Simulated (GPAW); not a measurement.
## TiSi2P4 monolayer: work function by functional and basis

How far do functional and basis move the work function of TiSi2P4 monolayer?

Calculated with GPAW 26.7.0; GPAW, PAW setups; layer in a repeated cell with vacuum, relaxation of atoms and in-plane cell, in the first sound run; inputs show where later runs differ.

## 1. The starting structure

The cell holds 7 atoms: 4 P, 2 Si and 1 Ti. Cell: a = 3.480 Å, b = 3.480 Å, c = 22.451 Å, α = 90.0°, β = 90.0°, γ = 120.0°. Vacuum lies along c.

Structure file:

```cif
data_structure
_symmetry_space_group_name_H-M 'P 1'
_symmetry_Int_Tables_number 1
_cell_length_a 3.4800
_cell_length_b 3.4800
_cell_length_c 22.4505
_cell_angle_alpha 90.000
_cell_angle_beta 90.000
_cell_angle_gamma 120.000
_cell_volume 235.46
loop_
_atom_site_label
_atom_site_type_symbol
_atom_site_fract_x
_atom_site_fract_y
_atom_site_fract_z
_atom_site_occupancy
P1 P 0.00000 0.00000 0.31180 1
Si2 Si 0.33333 0.66667 0.34050 1
P3 P 0.33333 0.66667 0.43449 1
Ti4 Ti 0.00000 0.00000 0.50000 1
P5 P 0.33333 0.66667 0.56551 1
Si6 Si 0.33333 0.66667 0.65950 1
P7 P 0.00000 0.00000 0.68820 1
```

## 2. Relaxing the atoms

Forces are removed first; all later runs use this geometry.

File run.py:

```python
import json
import numpy as np
from ase import Atoms
from ase.filters import FrechetCellFilter
from ase.optimize import BFGS
from gpaw import GPAW, PW

slab = Atoms(
    ['P', 'Si', 'P', 'Ti', 'P', 'Si', 'P'],
    positions=[
        [0.00000, 0.00000, 7.00000],
        [-0.00000, 2.00918, 7.64444],
        [-0.00000, 2.00918, 9.75444],
        [0.00000, 0.00000, 11.22525],
        [-0.00000, 2.00918, 12.69607],
        [-0.00000, 2.00918, 14.80607],
        [0.00000, 0.00000, 15.45051]],
    cell=[[3.48, 0.0, 0.0], [-1.74, 3.01377, 0.0], [0.0, 0.0, 22.4505]],
    pbc=[True, True, True])

slab.calc = GPAW(mode=PW(600), xc='PBE', kpts={'size': (9, 9, 1), 'gamma': True},
                 occupations={'name': 'fermi-dirac', 'width': 0.05}, nbands='200%',
                 convergence={'density': 1e-05}, maxiter=200,
                 symmetry={'tolerance': 1e-3}, txt='slab.txt')
result = {}
# The in-plane cell is free; stress needs a cell that repeats along all three vectors
path = []
opt = BFGS(FrechetCellFilter(slab, mask=[1, 1, 0, 0, 0, 1]), maxstep=0.2)
opt.attach(lambda: path.append((slab.get_potential_energy(), slab.positions.tolist(), slab.get_forces().tolist())))
result['relaxed'] = bool(opt.run(fmax=0.02, steps=45))
result['path'] = path
result['cell'] = slab.cell.tolist()
print('in-plane lattice', slab.cell.cellpar().round(4)[[0, 1, 5]])
energy = slab.get_potential_energy()
fermi = slab.calc.get_fermi_level()
v = slab.calc.get_electrostatic_potential().mean((0, 1)) - fermi
n = slab.calc.get_pseudo_density().mean((0, 1))
L = slab.cell[2, 2]
z = np.arange(len(v)) * L / len(v)
low, high = slab.positions[:, 2].min(), slab.positions[:, 2].max()
below, above = np.interp([low - 4.8, high + 4.8], z, v)
slopes = [np.interp(x, z, np.gradient(v, z)) for x in (low - 4.8, high + 4.8)]
eps = np.array([[slab.calc.get_eigenvalues(k, s) for k in range(len(slab.calc.get_ibz_k_points()))]
                for s in range(slab.calc.get_number_of_spins())]) - fermi
top, bottom = eps[eps < 0].max(), eps[eps > 0].min()
dipole = slab.get_dipole_moment()[2]
print(f'energy {energy:.4f} eV, Fermi level {fermi:.4f} eV, dipole {dipole:.5f} e A')
print(f'potential 4.8 A off the faces, from the Fermi level: lower {below:.4f} eV, upper {above:.4f} eV')
print(f'slope of the potential there: lower {slopes[0]:.5f}, upper {slopes[1]:.5f} eV/A')
print(f'nearest levels on the mesh: {top:.4f} and {bottom:.4f} eV')
print('magnetic moment', round(slab.get_magnetic_moment(), 3))
result.update(energy=energy, fermi=fermi, dipole=dipole, below=below, above=above, slopes=slopes, edges=[top, bottom],
              z=z.tolist(), v=v.tolist(), n=n.tolist(), positions=slab.positions.tolist(),
              forces=slab.get_forces(apply_constraint=False).tolist(), moments=slab.get_magnetic_moments().tolist())
json.dump(result, open('result.json', 'w'))
```

Command:

```console
$ OMP_NUM_THREADS=1 OPENBLAS_NUM_THREADS=1 python run.py
```

The program printed:

```text
Step          Energy          fmax
BFGS:    0      -39.307010        3.740574
BFGS:    1      -39.949179        3.176316
BFGS:    2      -41.048167        0.785607
BFGS:    3      -41.081821        0.752061
BFGS:    4      -41.233006        0.668751
BFGS:    5      -41.270667        0.511227
BFGS:    6      -41.283423        0.280668
BFGS:    7      -41.288985        0.196021
BFGS:    8      -41.292245        0.192714
BFGS:    9      -41.295375        0.174946
BFGS:   10      -41.300559        0.230672
BFGS:   11      -41.306314        0.229030
BFGS:   12      -41.309579        0.118837
BFGS:   13      -41.310335        0.026549
BFGS:   14      -41.310453        0.001406
in-plane lattice [  3.5565   3.5565 120.    ]
energy -41.3076 eV, Fermi level 0.5838 eV, dipole 0.00015 e A
potential 4.8 A off the faces, from the Fermi level: lower 5.5565 eV, upper 5.5561 eV
slope of the potential there: lower 0.00006, upper 0.00017 eV/A
nearest levels on the mesh: -0.0261 and 0.0908 eV
magnetic moment 0.0
```

The job ended after 23 min (1 thread of Arm Neoverse V1, shared host; peak memory 0.5 GiB).

This step gave:

```yaml
dipole_along_the_normal: 1.52e-4 e·Å
levels_nearest_the_fermi_level_on_the_mesh: -0.02607, 0.09082 eV from the Fermi level
```

The electrostatic potential energy of an electron (without an applied field's), less the Fermi level, planar mean oscillates, so the rows of the table below give means over windows of 1.67 Å about each position, cut where the curve ends. Its maxima inside the range that stand out by 2 % of the span (Å: eV): 7.1: -10.7, 8.8: 2.07, 10.4: -4.77, 12.0: -4.77, 13.7: 2.07, 15.3: -10.7. Its minima: 6.6: -13.9, 7.5: -12.1, 9.8: -11.7, 11.2: -13.1, 12.6: -11.7, 15.0: -12.1, 15.9: -13.9.

Table of electrostatic potential energy of an electron (without an applied field's), less the Fermi level, planar mean by z; means over each step:

z (Å), electrostatic potential energy of an electron (without an applied field's), less the Fermi level, planar mean (eV) and a bar from the least value:
```
     0.83        5.6 ##############################
     2.50        5.6 ##############################
     4.17        5.4 ##############################
     5.84       -2.4 ##############
     7.51       -9.0 #
     9.18       -3.4 ############
    10.86       -8.7 #
    12.52       -6.8 #####
    14.20       -3.2 ############
    15.86       -9.3 
    17.54        4.6 ############################
    19.20        5.5 ##############################
    20.88        5.6 ##############################
```

Table of pseudo valence density, planar mean by z:

z (Å), pseudo valence density, planar mean (e/Å³) and a bar:
```
      3.0       0.00 
      3.5       0.00 
      4.0       0.00 
      4.5       0.01 
      5.0       0.02 #
      5.5       0.09 ###
      6.0       0.23 ########
      6.5       0.29 #########
      7.0       0.41 #############
      7.5       0.26 #########
      8.0       0.18 ######
      8.5       0.15 #####
      9.0       0.18 ######
      9.5       0.26 ########
     10.0       0.31 ##########
     10.5       0.39 #############
     11.0       0.92 ##############################
     11.5       0.85 ############################
     12.0       0.38 ############
     12.5       0.30 ##########
     13.0       0.26 ########
     13.5       0.18 ######
     14.0       0.15 #####
     14.5       0.19 ######
     15.0       0.28 #########
     15.5       0.40 #############
     16.0       0.28 #########
     16.5       0.22 #######
     17.0       0.08 ###
     17.5       0.02 #
     18.0       0.00 
     18.5       0.00 
     19.0       0.00 
     19.5       0.00
```

The relaxation lowered the energy of the cell by 2.00 eV (energies extrapolated to zero smearing; the optimiser's log prints free energies). The largest force left on a free atom is 0.0013 eV/Å.

## 3. Plane waves, PBE

The work function is the vacuum plateau of the electrostatic potential less the Fermi level; a dipole layer lets the two faces have plateaus of their own.

This step: GPAW, PAW setups; slab in vacuum (GPAW 26.7.0).

The cell differs from the one that the last finished run ended in (c 22.451 → 23.372 Å).

Changes to run.py since step 2:

```diff
@@ -3,4 +3,2 @@
 from ase import Atoms
-from ase.filters import FrechetCellFilter
-from ase.optimize import BFGS
 from gpaw import GPAW, PW
@@ -10,25 +8,18 @@
     positions=[
-        [0.00000, 0.00000, 7.00000],
-        [-0.00000, 2.00918, 7.64444],
-        [-0.00000, 2.00918, 9.75444],
-        [0.00000, 0.00000, 11.22525],
-        [-0.00000, 2.00918, 12.69607],
-        [-0.00000, 2.00918, 14.80607],
-        [0.00000, 0.00000, 15.45051]],
-    cell=[[3.48, 0.0, 0.0], [-1.74, 3.01377, 0.0], [0.0, 0.0, 22.4505]],
-    pbc=[True, True, True])
+        [-0.00000, 0.00000, 7.00000],
+        [0.00000, 2.05335, 8.00422],
+        [0.00000, 2.05335, 10.26491],
+        [0.00000, 0.00000, 11.68577],
+        [0.00000, 2.05335, 13.10663],
+        [0.00000, 2.05335, 15.36733],
+        [0.00000, 0.00000, 16.37154]],
+    cell=[[3.5565, -0.0, 0.0], [-1.77825, 3.08002, 0.0], [0.0, 0.0, 23.3715]],
+    pbc=[True, True, False])
 
-slab.calc = GPAW(mode=PW(600), xc='PBE', kpts={'size': (9, 9, 1), 'gamma': True},
+slab.calc = GPAW(mode=PW(400), xc='PBE', kpts={'size': (9, 9, 1), 'gamma': True},
                  occupations={'name': 'fermi-dirac', 'width': 0.05}, nbands='200%',
                  convergence={'density': 1e-05}, maxiter=200,
+                 poissonsolver={'dipolelayer': 'xy'},
                  symmetry={'tolerance': 1e-3}, txt='slab.txt')
 result = {}
-# The in-plane cell is free; stress needs a cell that repeats along all three vectors
-path = []
-opt = BFGS(FrechetCellFilter(slab, mask=[1, 1, 0, 0, 0, 1]), maxstep=0.2)
-opt.attach(lambda: path.append((slab.get_potential_energy(), slab.positions.tolist(), slab.get_forces().tolist())))
-result['relaxed'] = bool(opt.run(fmax=0.02, steps=45))
-result['path'] = path
-result['cell'] = slab.cell.tolist()
-print('in-plane lattice', slab.cell.cellpar().round(4)[[0, 1, 5]])
 energy = slab.get_potential_energy()
```

The program printed:

```text
energy -41.2437 eV, Fermi level 0.3431 eV, dipole 0.00078 e A
potential 4.8 A off the faces, from the Fermi level: lower 5.5622 eV, upper 5.5494 eV
slope of the potential there: lower -0.00005, upper 0.00005 eV/A
nearest levels on the mesh: -0.0262 and 0.0910 eV
magnetic moment 0.0
```

Elapsed: 65 s, on 1 thread; peak memory 0.23 GiB.

Numbers from this step:

- dipole along the normal: 7.79e-4 e·Å
- levels nearest the Fermi level on the mesh: -0.02619, 0.09098 eV from the Fermi level
- upper work function: 5.549 eV
- lower work function: 5.562 eV

The electrostatic potential energy of an electron (without an applied field's), less the Fermi level, planar mean oscillates, so the rows of the table below give means over windows of 1.62 Å about each position, cut where the curve ends. Its maxima inside the range that stand out by 2 % of the span (Å: eV): 7.6: -10.7, 9.2: 2.09, 10.9: -4.73, 12.4: -4.73, 14.2: 2.09, 15.8: -10.7. Its minima: 7.0: -13.9, 7.9: -12.1, 10.3: -11.7, 11.7: -13.1, 13.1: -11.7, 15.5: -12.1, 16.3: -13.9.

Table of electrostatic potential energy of an electron (without an applied field's), less the Fermi level, planar mean by z; means over each step:

z (Å), electrostatic potential energy of an electron (without an applied field's), less the Fermi level, planar mean (eV) and a bar from the least value:
```
     0.81        5.6 ##############################
     2.43        5.6 ##############################
     4.05        5.5 ##############################
     5.67        3.6 ##########################
     7.29      -11.0 
     8.91       -1.8 #################
    10.53       -7.5 ######
    12.15       -8.8 ####
    13.77       -3.0 ##############
    15.39       -9.0 ####
    17.01       -3.0 ##############
    18.63        5.4 ##############################
    20.25        5.5 ##############################
    21.87        5.5 ##############################
```

The pseudo valence density, planar mean by z:

z (Å), pseudo valence density, planar mean (e/Å³) and a bar:
```
        3       0.00 
        4       0.00 
        5       0.01 
        6       0.10 ####
        7       0.30 ###########
        8       0.25 #########
        9       0.15 ######
       10       0.26 ##########
       11       0.41 ###############
       12       0.79 ##############################
       13       0.29 ###########
       14       0.17 ######
       15       0.19 #######
       16       0.40 ###############
       17       0.21 ########
       18       0.02 #
       19       0.00 
       20       0.00
```

The potential is flat to 4.8e-5 eV/Å where it is read, so the vacuum is wide enough.

## 4. Self-consistent run: xc = "revPBE"

The same geometry under revPBE, to see how far the functional moves the levels against the vacuum.

Changes to run.py since step 3:

```diff
@@ -18,3 +18,3 @@
 
-slab.calc = GPAW(mode=PW(400), xc='PBE', kpts={'size': (9, 9, 1), 'gamma': True},
+slab.calc = GPAW(mode=PW(400), xc='revPBE', kpts={'size': (9, 9, 1), 'gamma': True},
                  occupations={'name': 'fermi-dirac', 'width': 0.05}, nbands='200%',
```

The program printed:

```text
energy -39.2907 eV, Fermi level 0.4273 eV, dipole 0.00078 e A
potential 4.8 A off the faces, from the Fermi level: lower 5.4715 eV, upper 5.4587 eV
slope of the potential there: lower -0.00006, upper 0.00006 eV/A
nearest levels on the mesh: -0.0461 and 0.1071 eV
magnetic moment 0.0
```

Run time: 66 s. Hardware: 1 thread; peak memory 0.23 GiB.

Numbers from this step:

```yaml
dipole_along_the_normal: 7.78e-4 e·Å
levels_nearest_the_fermi_level_on_the_mesh: -0.04609, 0.1071 eV from the Fermi level
upper_work_function: 5.459 eV
lower_work_function: 5.472 eV
```

The electrostatic potential energy of an electron (without an applied field's), less the Fermi level, planar mean oscillates, so the rows of the table below give means over windows of 1.62 Å about each position, cut where the curve ends. Its maxima inside the range that stand out by 2 % of the span (Å: eV): 7.6: -10.8, 9.2: 2.02, 10.9: -4.81, 12.4: -4.81, 14.2: 2.01, 15.8: -10.8. Its minima: 7.0: -14.0, 7.9: -12.2, 10.3: -11.8, 11.7: -13.2, 13.1: -11.8, 15.5: -12.2, 16.3: -14.0.

The electrostatic potential energy of an electron (without an applied field's), less the Fermi level, planar mean by z; means over each step:

```
z (Å)  electrostatic potential energy of an electron (without an applied field's), less the Fermi level, planar mean (eV)
 0.81                                                                                                                5.47
 2.43                                                                                                                5.47
 4.05                                                                                                                5.45
 5.67                                                                                                                3.51
 7.29                                                                                                               -11.1
 8.91                                                                                                               -1.86
10.53                                                                                                               -7.54
12.15                                                                                                               -8.90
13.77                                                                                                               -3.10
15.39                                                                                                               -9.07
17.01                                                                                                               -3.08
18.63                                                                                                                5.32
20.25                                                                                                                5.46
21.87                                                                                                                5.46
```

The pseudo valence density, planar mean by z:

```csv
z (Å),"pseudo valence density, planar mean (e/Å³)"
0.00,0
0.65,0
1.30,0
1.95,1.6e-6
2.60,5.3e-6
3.03,2.0e-5
3.68,1.3e-4
4.33,8.6e-4
4.98,0.00568
5.63,0.0376
6.28,0.181
6.92,0.283
7.57,0.397
8.22,0.203
8.66,0.163
9.31,0.162
9.95,0.258
10.60,0.341
11.25,0.614
11.90,0.939
12.55,0.360
13.20,0.259
13.85,0.195
14.50,0.147
14.93,0.183
15.58,0.327
16.23,0.339
16.88,0.244
17.53,0.0678
18.18,0.0107
18.83,0.00161
19.48,2.5e-4
20.13,3.9e-5
20.56,1.2e-5
21.21,0
21.86,0
22.51,0
23.16,0
```

Force by atom:

```
atom  x (eV/Å)  y (eV/Å)  z (eV/Å)    size
  P1    0.0000    0.0000   -0.0766  0.0766
 Si2    0.0000    0.0000   -0.0091  0.0091
  P3    0.0000    0.0000   -0.0456  0.0456
 Ti4    0.0000    0.0000    0.0000  0.0000
  P5    0.0000    0.0000    0.0456  0.0456
 Si6    0.0000    0.0000    0.0091  0.0091
  P7    0.0000    0.0000    0.0766  0.0766
```

The upper face's work function is 5.459 eV, against 5.549 eV in the first plane-wave PBE run at this geometry.

## 5. OptPBE vdW: xc = "optPBE-vdW"

The same geometry under optPBE-vdW, to see how far the functional moves the levels against the vacuum (the van der Waals functionals take revPBE setups).

Changes to run.py since step 4:

```diff
@@ -18,3 +18,3 @@
 
-slab.calc = GPAW(mode=PW(400), xc='revPBE', kpts={'size': (9, 9, 1), 'gamma': True},
+slab.calc = GPAW(mode=PW(400), xc='optPBE-vdW', kpts={'size': (9, 9, 1), 'gamma': True},
                  occupations={'name': 'fermi-dirac', 'width': 0.05}, nbands='200%',
```

The program printed:

```text
energy -80.7756 eV, Fermi level 0.2408 eV, dipole 0.00078 e A
potential 4.8 A off the faces, from the Fermi level: lower 5.7677 eV, upper 5.7548 eV
slope of the potential there: lower -0.00010, upper 0.00010 eV/A
nearest levels on the mesh: -0.0809 and 0.1368 eV
magnetic moment 0.0
```

Wall time 82 s (1 thread); peak memory 0.41 GiB.

Numbers from this step:

| Item | Value |
| --- | --- |
| dipole along the normal | 7.79e-4 e·Å |
| levels nearest the Fermi level on the mesh | -0.08094, 0.1368 eV from the Fermi level |
| upper work function | 5.755 eV |
| lower work function | 5.768 eV |

The upper face's work function is 5.755 eV, against 5.549 eV in the first plane-wave PBE run at this geometry.

## 6. Self-consistent run: xc = "LDA"

The same geometry under LDA, to see how far the functional moves the levels against the vacuum.

Changes to run.py since step 5:

```diff
@@ -18,3 +18,3 @@
 
-slab.calc = GPAW(mode=PW(400), xc='optPBE-vdW', kpts={'size': (9, 9, 1), 'gamma': True},
+slab.calc = GPAW(mode=PW(400), xc='LDA', kpts={'size': (9, 9, 1), 'gamma': True},
                  occupations={'name': 'fermi-dirac', 'width': 0.05}, nbands='200%',
```

The program printed:

```text
energy -45.5122 eV, Fermi level 0.1021 eV, dipole 0.00078 e A
potential 4.8 A off the faces, from the Fermi level: lower 5.7929 eV, upper 5.7800 eV
slope of the potential there: lower -0.00004, upper 0.00004 eV/A
nearest levels on the mesh: -0.1469 and 0.0345 eV
magnetic moment 0.0
```

Wall time 64 s (1 thread); peak memory 0.24 GiB.

Numbers from this step:

```
dipole along the normal                    : 7.80e-4 e·Å
levels nearest the Fermi level on the mesh : -0.1469, 0.03449 eV from the Fermi level
upper work function                        : 5.780 eV
lower work function                        : 5.793 eV
```

The electrostatic potential energy of an electron (without an applied field's), less the Fermi level, planar mean oscillates, so the rows of the table below give means over windows of 1.62 Å about each position, cut where the curve ends. Its maxima inside the range that stand out by 2 % of the span (Å: eV): 7.6: -10.5, 9.2: 2.34, 10.9: -4.43, 12.4: -4.43, 14.2: 2.33, 15.8: -10.5. Its minima: 7.0: -13.7, 7.9: -11.9, 10.3: -11.4, 11.7: -12.7, 13.1: -11.4, 15.5: -11.9, 16.3: -13.7.

Table of electrostatic potential energy of an electron (without an applied field's), less the Fermi level, planar mean by z; means over each step:

z (Å), electrostatic potential energy of an electron (without an applied field's), less the Fermi level, planar mean (eV) and a bar from the least value:
```
     0.81        5.8 ##############################
     2.43        5.8 ##############################
     4.05        5.8 ##############################
     5.67        3.8 ##########################
     7.29      -10.8 
     8.91       -1.5 #################
    10.53       -7.2 #######
    12.15       -8.5 ####
    13.77       -2.8 ##############
    15.39       -8.7 ####
    17.01       -2.8 ##############
    18.63        5.6 ##############################
    20.25        5.8 ##############################
    21.87        5.8 ##############################
```

The upper face's work function is 5.780 eV, against 5.549 eV in the first plane-wave PBE run at this geometry.

(Part 1 of 2 ends here.)

[Logs are printed without paths, hosts, clocks, repeated set-up lines and the standing remarks that a program may print on its own settings, such as how far it seeks lower states.]

[Hosts, paths, dates, database ids (printed as entryN), source tags and the programs' standing remarks are cut or masked in the printed files.]
